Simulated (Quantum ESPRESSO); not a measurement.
# 1T-SnSe2, 3 layers, AA stacking: a series in the field along the normal, part 3 of 4

Wanted: a table for 1T-SnSe2, 3 layers, AA stacking against the field along the normal, and what can be fitted to it.

Quantum ESPRESSO 7.5; plane-wave DFT, PBE, GBRV ultrasoft pseudopotentials.

So far. Step 2 (Variable-cell relaxation of the reference):  The last row is no step: it is a fresh SCF in the final cell with a new plane-wave basis, +34 meV from the row before, a sign that the cell is biased by the basis (Pulay stress).

**5. Band structure, 0 V/Å**

Bands along a path place the edges.

Input file m0.bands.in:

```
&control
  prefix = 'm0.bands'
  outdir = './out'
  pseudo_dir = './pseudo'
  calculation = 'bands'
  tefield = .true.
  dipfield = .true.
/
&system
  ibrav = 0
  nat = 9
  ntyp = 2
  ecutwfc = 40
  ecutrho = 200
  occupations = 'smearing'
  smearing = 'fd'
  degauss = 0.002
  edir = 3
  emaxpos = 0.97
  eopreg = 0.04
  eamp = 0.0
  nbnd = 45
/
&electrons
  conv_thr = 1e-07
  mixing_beta = 0.4
  electron_maxstep = 120
  mixing_mode = 'local-TF'
/
ATOMIC_SPECIES
  Se  78.9710  se_pbe_v1.uspp.F.UPF
  Sn  118.7100  sn_pbe_v1.4.uspp.F.UPF
CELL_PARAMETERS angstrom
  3.81364117500000 0.00000000000000 0.00000000000000
  -1.90682058800000 3.30271013900000 0.00000000000000
  0.00000000000000 0.00000000000000 29.73146712900000
ATOMIC_POSITIONS crystal
  Se  0.666666666700 0.333333333300 0.241578178700
  Sn  0.000000000000 0.000000000000 0.295528711000
  Se  0.333333333300 0.666666666700 0.349515168400
  Se  0.666666666700 0.333333333300 0.446038539900
  Sn  0.000000000000 0.000000000000 0.500000000000
  Se  0.333333333300 0.666666666700 0.553961460100
  Se  0.666666666700 0.333333333300 0.650484831600
  Sn  0.000000000000 0.000000000000 0.704471289000
  Se  0.333333333300 0.666666666700 0.758421821300
K_POINTS crystal_b
4
  0.0000000000 0.0000000000 0.0000000000 10
  0.5000000000 0.0000000000 0.0000000000 10
  0.3333333333 0.3333333333 0.0000000000 10
  0.0000000000 0.0000000000 0.0000000000 1
```

Run with:

```console
$ cp -r out/m0.scf.save out/m0.bands.save
$ cp out/m0.scf.xml out/m0.bands.xml
$ OMP_NUM_THREADS=1 mpirun -n 4 pw.x -nk 4 -in m0.bands.in > m0.bands.out
```

Log:

```text
[banner, memory and clock lines left out]
Program PWSCF v.7.5 starts

          URL

     Presently no symmetry can be used with electric field

     Atomic positions and unit cell read from directory:
     ./out/m0.bands.save/

     G-vector sticks info

     bravais-lattice index     =            0
     lattice parameter (alat)  =       7.2067  a.u.
     unit-cell volume          =    2527.1047 (a.u.)^3
     number of atoms/cell      =            9
     number of atomic types    =            2
     number of electrons       =        78.00
     number of Kohn-Sham states=           45
     kinetic-energy cutoff     =      40.0000  Ry
     charge density cutoff     =     200.0000  Ry
     Exchange-correlation=  SLA  PW   PBX  PBC
                           (   1   4   3   4   0   0   0)

     celldm(1)=   7.206737  celldm(2)=   0.000000  celldm(3)=   0.000000
     celldm(4)=   0.000000  celldm(5)=   0.000000  celldm(6)=   0.000000

     crystal axes: (cart. coord. in units of alat)
               a(1) = (   1.000000   0.000000   0.000000 )
               a(2) = (  -0.500000   0.866025   0.000000 )
               a(3) = (   0.000000   0.000000   7.796084 )

     reciprocal axes: (cart. coord. in units 2 pi/alat)
               b(1) = (  1.000000  0.577350 -0.000000 )
               b(2) = (  0.000000  1.154701  0.000000 )
               b(3) = (  0.000000 -0.000000  0.128270 )

     PseudoPot. # 1 for Se read from file:
     ./pseudo/se_pbe_v1.uspp.F.UPF
     Pseudo is Ultrasoft + core correction, Zval =  6.0
     Generated by new atomic code, or converted to UPF format
     Using radial grid of  877 points,  6 beta functions with:
                l(1) =   0
                l(2) =   0
                l(3) =   1
                l(4) =   1
                l(5) =   2
                l(6) =   2
     Q(r) pseudized with  8 coefficients,  rinner =    1.300   1.300   1.300
                                                       1.300   1.300

     PseudoPot. # 2 for Sn read from file:
     ./pseudo/sn_pbe_v1.4.uspp.F.UPF
     Pseudo is Ultrasoft + core correction, Zval = 14.0
     Generated by new atomic code, or converted to UPF format
     Using radial grid of  891 points,  6 beta functions with:
                l(1) =   0
                l(2) =   0
                l(3) =   1
                l(4) =   1
                l(5) =   2
                l(6) =   2
     Q(r) pseudized with  8 coefficients,  rinner =    1.350   1.350   1.350
                                                       1.350   1.350

     atomic species   valence    mass     pseudopotential
     Se                6.00    78.97100     Se( 1.00)
     Sn               14.00   118.71000     Sn( 1.00)

     No symmetry found

   Cartesian axes

     site n.     atom                  positions (alat units)
         1        Se     tau(   1) = (   0.5000000   0.2886751   1.8833638  )
         2        Sn     tau(   2) = (   0.0000000   0.0000000   2.3039667  )
         3        Se     tau(   3) = (  -0.0000000   0.5773503   2.7248496  )
         4        Se     tau(   4) = (   0.5000000   0.2886751   3.4773539  )
         5        Sn     tau(   5) = (   0.0000000   0.0000000   3.8980420  )
         6        Se     tau(   6) = (  -0.0000000   0.5773503   4.3187301  )
         7        Se     tau(   7) = (   0.5000000   0.2886751   5.0712344  )
         8        Sn     tau(   8) = (   0.0000000   0.0000000   5.4921174  )
         9        Se     tau(   9) = (  -0.0000000   0.5773503   5.9127203  )

     number of k points=    31  Fermi-Dirac smearing, width (Ry)=  0.0020
                       cart. coord. in units 2pi/alat
        k(    1) = (   0.0000000   0.0000000   0.0000000), wk =   0.0645161
        k(    2) = (   0.0500000   0.0288675   0.0000000), wk =   0.0645161
        k(    3) = (   0.1000000   0.0577350   0.0000000), wk =   0.0645161
        k(    4) = (   0.1500000   0.0866025   0.0000000), wk =   0.0645161
        k(    5) = (   0.2000000   0.1154701   0.0000000), wk =   0.0645161
        k(    6) = (   0.2500000   0.1443376   0.0000000), wk =   0.0645161
        k(    7) = (   0.3000000   0.1732051   0.0000000), wk =   0.0645161
        k(    8) = (   0.3500000   0.2020726   0.0000000), wk =   0.0645161
        k(    9) = (   0.4000000   0.2309401   0.0000000), wk =   0.0645161
        k(   10) = (   0.4500000   0.2598076   0.0000000), wk =   0.0645161
        k(   11) = (   0.5000000   0.2886751   0.0000000), wk =   0.0645161
        k(   12) = (   0.4833333   0.3175426   0.0000000), wk =   0.0645161
        k(   13) = (   0.4666667   0.3464102   0.0000000), wk =   0.0645161
        k(   14) = (   0.4500000   0.3752777   0.0000000), wk =   0.0645161
        k(   15) = (   0.4333333   0.4041452   0.0000000), wk =   0.0645161
        k(   16) = (   0.4166667   0.4330127   0.0000000), wk =   0.0645161
        k(   17) = (   0.4000000   0.4618802   0.0000000), wk =   0.0645161
        k(   18) = (   0.3833333   0.4907477   0.0000000), wk =   0.0645161
        k(   19) = (   0.3666667   0.5196152   0.0000000), wk =   0.0645161
        k(   20) = (   0.3500000   0.5484828   0.0000000), wk =   0.0645161
        k(   21) = (   0.3333333   0.5773503   0.0000000), wk =   0.0645161
        k(   22) = (   0.3000000   0.5196152   0.0000000), wk =   0.0645161
        k(   23) = (   0.2666667   0.4618802   0.0000000), wk =   0.0645161
        k(   24) = (   0.2333333   0.4041452   0.0000000), wk =   0.0645161
        k(   25) = (   0.2000000   0.3464102   0.0000000), wk =   0.0645161
        k(   26) = (   0.1666667   0.2886751   0.0000000), wk =   0.0645161
        k(   27) = (   0.1333333   0.2309401   0.0000000), wk =   0.0645161
        k(   28) = (   0.1000000   0.1732051   0.0000000), wk =   0.0645161
        k(   29) = (   0.0666667   0.1154701   0.0000000), wk =   0.0645161
        k(   30) = (   0.0333333   0.0577350   0.0000000), wk =   0.0645161
        k(   31) = (   0.0000000   0.0000000   0.0000000), wk =   0.0645161

     Dense  grid:   120697 G-vectors     FFT dimensions: (  36,  36, 256)

     Smooth grid:    86501 G-vectors     FFT dimensions: (  30,  30, 240)

     The potential is recalculated from file :
     ./out/m0.bands.save/charge-density

     negative rho (up, down):  3.868E-04 0.000E+00

     Adding external electric field

     Computed dipole along edir(3) :
        Dipole                0.0001 Ry au,          0.0003 Debye
        Dipole field          0.0000 Ry au,

        Potential amp.       -0.0001 Ry
        Total length         53.9370 bohr

     Starting wfcs are   51 randomized atomic wfcs

     Band Structure Calculation
     Davidson diagonalization with overlap

[...]
-10.1750 -10.1359  -9.8835  -9.8241  -9.8090  -5.2791  -5.2332  -5.2115
    -2.7563  -2.5261  -2.3140  -1.2705  -1.2495  -1.0516  -0.8597  -0.6175
    -0.5902   0.5469   0.7651   0.9016   1.0270   1.2150   1.3761   3.1638
     3.1980   3.2334   6.2830   6.4970   6.5509

          k = 0.4167 0.4330 0.0000 ( 10806 PWs)   bands (ev):

   -19.4044 -19.4017 -19.4011 -19.3556 -19.3528 -19.3521 -19.3378 -19.3357
   -19.3350 -19.3084 -19.3067 -19.3060 -19.2995 -19.2965 -19.2958 -10.1968
   -10.1334 -10.0979  -9.8702  -9.8140  -9.8020  -5.2755  -5.2425  -5.2338
    -2.6750  -2.4440  -2.2302  -1.5131  -1.4238  -1.2402  -0.9042  -0.8012
    -0.7392   0.5209   0.5722   0.8256   0.9813   1.2268   1.4020   3.2410
     3.3562   3.4171   6.3462   6.6358   6.7492

          k = 0.4000 0.4619 0.0000 ( 10800 PWs)   bands (ev):

   -19.3999 -19.3972 -19.3965 -19.3601 -19.3573 -19.3567 -19.3348 -19.3328
   -19.3321 -19.3108 -19.3092 -19.3085 -19.2999 -19.2969 -19.2963 -10.1451
   -10.0859 -10.0550  -9.8590  -9.8068  -9.7985  -5.2801  -5.2565  -5.2559
    -2.5781  -2.3459  -2.1297  -1.7364  -1.5963  -1.4008  -1.0503  -0.9365
    -0.9037   0.3883   0.4998   0.7825   0.9788   1.2413   1.4193   3.2078
     3.4602   3.6366   6.3963   6.6112   6.8155

          k = 0.3833 0.4907 0.0000 ( 10802 PWs)   bands (ev):

   -19.3950 -19.3923 -19.3916 -19.3651 -19.3623 -19.3617 -19.3316 -19.3296
   -19.3289 -19.3135 -19.3118 -19.3111 -19.3004 -19.2974 -19.2967 -10.0887
   -10.0347 -10.0094  -9.8534  -9.8054  -9.8011  -5.3022  -5.2738  -5.2680
    -2.4682  -2.2342  -2.0142  -1.9225  -1.7409  -1.5272  -1.2804  -1.0959
    -1.0256   0.2689   0.4866   0.7634   0.9808   1.2603   1.4253   3.1486
     3.5114   3.8091   6.4360   6.5005   6.8620

          k = 0.3667 0.5196 0.0000 ( 10793 PWs)   bands (ev):

   -19.3901 -19.3873 -19.3866 -19.3702 -19.3675 -19.3668 -19.3282 -19.3262
   -19.3256 -19.3163 -19.3146 -19.3139 -19.3009 -19.2978 -19.2972 -10.0297
    -9.9824  -9.9639  -9.8577  -9.8126  -9.8115  -5.3298  -5.2926  -5.2767
    -2.3509  -2.1157  -2.0591  -1.8894  -1.8439  -1.6153  -1.4954  -1.2925
    -1.1534   0.2298   0.4644   0.7701   0.9683   1.2872   1.4184   3.0875
     3.5247   3.9244   6.4183   6.4597   6.9177

          k = 0.3500 0.5485 0.0000 ( 10815 PWs)   bands (ev):

   -19.3851 -19.3823 -19.3817 -19.3754 -19.3726 -19.3719 -19.3248 -19.3230
   -19.3223 -19.3191 -19.3173 -19.3167 -19.3013 -19.2982 -19.2975  -9.9712
    -9.9332  -9.9225  -9.8772  -9.8304  -9.8297  -5.3516  -5.3082  -5.2853
    -2.2416  -2.1492  -1.9970  -1.9093  -1.7593  -1.6675  -1.6650  -1.4630
    -1.2944   0.2590   0.4139   0.8083   0.9314   1.3228   1.3973   3.0434
     3.5206   3.9839   6.3923   6.4561   6.9845

          k = 0.3333 0.5774 0.0000 ( 10833 PWs)   bands (ev):

   -19.3803 -19.3803 -19.3776 -19.3774 -19.3769 -19.3768 -19.3219 -19.3219
   -19.3201 -19.3200 -19.3194 -19.3194 -19.3014 -19.2983 -19.2977  -9.9170
    -9.9169  -9.9018  -9.9014  -9.8466  -9.8458  -5.3603  -5.3148  -5.2895
    -2.1838  -2.1837  -1.9344  -1.9343  -1.7413  -1.6849  -1.6849  -1.5421
    -1.3725   0.3342   0.3343   0.8708   0.8709   1.3627   1.3628   3.0275
     3.5164   3.9998   6.4202   6.4203   7.0575

          k = 0.3000 0.5196 0.0000 ( 10807 PWs)   bands (ev):

   -19.3886 -19.3859 -19.3852 -19.3714 -19.3686 -19.3680 -19.3269 -19.3250
   -19.3243 -19.3181 -19.3162 -19.3156 -19.3007 -19.2977 -19.2970 -10.0609
   -10.0098  -9.9881  -9.8438  -9.7969  -9.7940  -5.3159  -5.2769  -5.2592
    -2.2864  -2.1523  -2.0187  -1.9264  -1.7864  -1.6462  -1.5272  -1.3194
    -1.1273   0.1402   0.5094   0.7547   0.9934   1.2900   1.4287   3.0893
     3.5446   3.9698   6.2962   6.5484   6.9083

          k = 0.2667 0.4619 0.0000 ( 10799 PWs)   bands (ev):

   -19.3941 -19.3914 -19.3908 -19.3640 -19.3613 -19.3606 -19.3308 -19.3288
   -19.3282 -19.3176 -19.3155 -19.3149 -19.2993 -19.2965 -19.2959 -10.2811
   -10.2112 -10.1691  -9.8389  -9.7697  -9.7459  -5.1733  -5.1448  -5.1402
    -2.3478  -2.1994  -2.0161  -1.8371  -1.6396  -1.5611  -1.1547  -0.9477
    -0.7384   0.0156   0.4270   0.9438   0.9440   1.3556   1.4403   3.2492
     3.6267   3.9350   6.2161   6.4941   7.0051

          k = 0.2333 0.4041 0.0000 ( 10783 PWs)   bands (ev):

   -19.3961 -19.3934 -19.3928 -19.3584 -19.3557 -19.3551 -19.3332 -19.3312
   -19.3305 -19.3189 -19.3167 -19.3160 -19.2994 -19.2968 -19.2962 -10.5533
   -10.4687 -10.4096  -9.8963  -9.7975  -9.7465  -4.9476  -4.9206  -4.9197
    -2.2408  -2.1304  -1.9745  -1.5346  -1.4813  -1.4115  -0.7535  -0.5538
    -0.3253   0.0830   0.3515   0.8179   1.2070   1.4023   1.4792   3.4603
     3.7350   3.9216   6.2510   6.3854   6.8573

          k = 0.2000 0.3464 0.0000 ( 10765 PWs)   bands (ev):

   -19.3946 -19.3920 -19.3913 -19.3550 -19.3524 -19.3517 -19.3340 -19.3319
   -19.3312 -19.3207 -19.3183 -19.3176 -19.3024 -19.2998 -19.2992 -10.8467
   -10.7517 -10.6803 -10.0052  -9.8781  -9.8002  -4.6790  -4.6410  -4.6334
    -1.9598  -1.8992  -1.7475  -1.4527  -1.1944  -1.1237  -0.3698  -0.1750
     0.0784   0.3476   0.4607   0.7741   1.2143   1.5370   1.5510   3.6840
     3.8442   3.9269   6.3582   6.3826   6.6705

          k = 0.1667 0.2887 0.0000 ( 10769 PWs)   bands (ev):

   -19.3902 -19.3877 -19.3871 -19.3539 -19.3515 -19.3508 -19.3331 -19.3309
   -19.3303 -19.3222 -19.3196 -19.3190 -19.3078 -19.3052 -19.3046 -11.1325
   -11.0307 -10.9514 -10.1468  -9.9960  -9.8951  -4.4518  -4.3658  -4.3181
    -1.5543  -1.5309  -1.3439  -1.2223  -0.9646  -0.7493  -0.0457   0.1695
     0.4587   0.7077   0.7280   0.8834   1.1232   1.5602   1.7155   3.8922
     3.9486   3.9636   6.3993   6.4340   6.5453

          k = 0.1333 0.2309 0.0000 ( 10791 PWs)   bands (ev):

   -19.3841 -19.3818 -19.3812 -19.3554 -19.3531 -19.3524 -19.3308 -19.3286
   -19.3279 -19.3233 -19.3206 -19.3199 -19.3142 -19.3117 -19.3110 -11.3889
   -11.2828 -11.1985 -10.2985 -10.1296 -10.0108  -4.3239  -4.1535  -4.0269
    -1.1246  -1.0077  -0.8003  -0.7370  -0.6108  -0.3820   0.1603   0.4710
     0.8026   0.9786   1.0600   1.1242   1.1897   1.5412   1.8140   4.0089
     4.0538   4.1006   6.2640   6.3606   6.3981

          k = 0.1000 0.1732 0.0000 ( 10819 PWs)   bands (ev):

   -19.3778 -19.3757 -19.3750 -19.3588 -19.3567 -19.3561 -19.3276 -19.3253
   -19.3252 -19.3245 -19.3223 -19.3216 -19.3189 -19.3165 -19.3158 -11.6006
   -11.4919 -11.4045 -10.4388 -10.2572 -10.1256  -4.2894  -4.0291  -3.8045
    -0.5612  -0.4958  -0.1725  -0.0985  -0.0611   0.0209   0.2739   0.7095
     1.0666   1.1607   1.3232   1.3936   1.4316   1.5634   1.8357   4.1247
     4.1350   4.1522   6.0056   6.0928   6.1171

          k = 0.0667 0.1155 0.0000 ( 10811 PWs)   bands (ev):

   -19.3726 -19.3705 -19.3699 -19.3631 -19.3611 -19.3605 -19.3288 -19.3257
   -19.3250 -19.3241 -19.3217 -19.3210 -19.3203 -19.3178 -19.3172 -11.7577
   -11.6474 -11.5583 -10.5508 -10.3609 -10.2210  -4.3046  -3.9756  -3.6641
    -0.1967   0.0715   0.4286   0.4469   0.5158   0.6073   0.6923   0.8925
     1.2537   1.3501   1.4540   1.5883   1.6250   1.6834   1.8016   3.8765
     4.0834   4.2561   5.6437   5.6864   5.7126

          k = 0.0333 0.0577 0.0000 ( 10835 PWs)   bands (ev):

   -19.3692 -19.3672 -19.3667 -19.3666 -19.3647 -19.3641 -19.3315 -19.3283
   -19.3277 -19.3215 -19.3205 -19.3190 -19.3183 -19.3180 -19.3173 -11.8541
   -11.7430 -11.6529 -10.6227 -10.4282 -10.2836  -4.3289  -3.9598  -3.5925
    -0.1563   0.4738   0.9318   0.9823   1.0922   1.1303   1.1551   1.1913
     1.4075   1.5520   1.5642   1.6610   1.6843   1.7685   1.7803   3.3658
     3.8374   4.2826   5.1802   5.2227   5.2538

          k = 0.0000 0.0000 0.0000 ( 10871 PWs)   bands (ev):

   -19.3680 -19.3680 -19.3661 -19.3661 -19.3654 -19.3654 -19.3324 -19.3293
   -19.3286 -19.3205 -19.3205 -19.3180 -19.3180 -19.3173 -19.3173 -11.8866
   -11.7752 -11.6849 -10.6474 -10.4514 -10.3054  -4.3393  -3.9573  -3.5712
    -0.1605   0.5566   1.2523   1.2523   1.3214   1.3214   1.3763   1.3763
     1.3770   1.6289   1.6289   1.7307   1.7307   1.7881   1.7881   3.0525
     3.6624   4.2362   4.9279   5.0112   5.0482

     XML data file, pseudopotentials, collected wavefunctions

                                        0.00s GPU  (     561 calls)
```

Run time: 2.4 min. Hardware: 4 MPI ranks of Arm Neoverse V2, shared host; peak memory 0.64 GiB; 9.8 min of CPU time.

This step gave:

| Quantity | Value |
| --- | --- |
| valence top, on the run's zero | 1.888 eV |
| gap by band count | 0.6042 eV |

Band numbers count within the set of bands kept for display. Electronic bands along the path, in eV, zero at the highest filled level of the SCF mesh; v1 is the highest filled band, c1 the lowest empty one:

```
  point     v4     v3     v2     v1    c1    c2    c3    c4
      Γ  -0.15  -0.15  -0.10  -0.10  1.17  1.78  2.35  3.04
halfway  -0.39  -0.28  -0.20  -0.07  1.42  1.75  2.03  3.87
      M  -0.81  -0.68  -0.46  -0.28  0.61  0.70  1.07  3.78
halfway  -1.06  -0.90  -0.66  -0.48  1.36  1.47  1.53  4.46
      K  -1.01  -1.01  -0.52  -0.52  1.14  1.63  2.12  4.54
halfway  -1.00  -0.76  -0.32  -0.17  2.01  2.06  2.08  4.51
      Γ  -0.15  -0.15  -0.10  -0.10  1.17  1.78  2.35  3.04
```

Along this path the valence top lies between Γ and M and the conduction bottom at M.

(Part 3 of 4 ends here.)

[Logs are printed without paths, hosts, clocks, repeated set-up lines and the standing remarks that a program may print on its own settings, such as how far it seeks lower states.]

[Hosts, paths, dates, database ids (printed as entryN), source tags and the programs' standing remarks are cut or masked in the printed files.]

[Maps of the electrostatic potential energy from Ansatz leave out the sawtooth potential of an applied field or a dipole correction, so their vacuum need not be flat; planar profiles and work functions include it.]
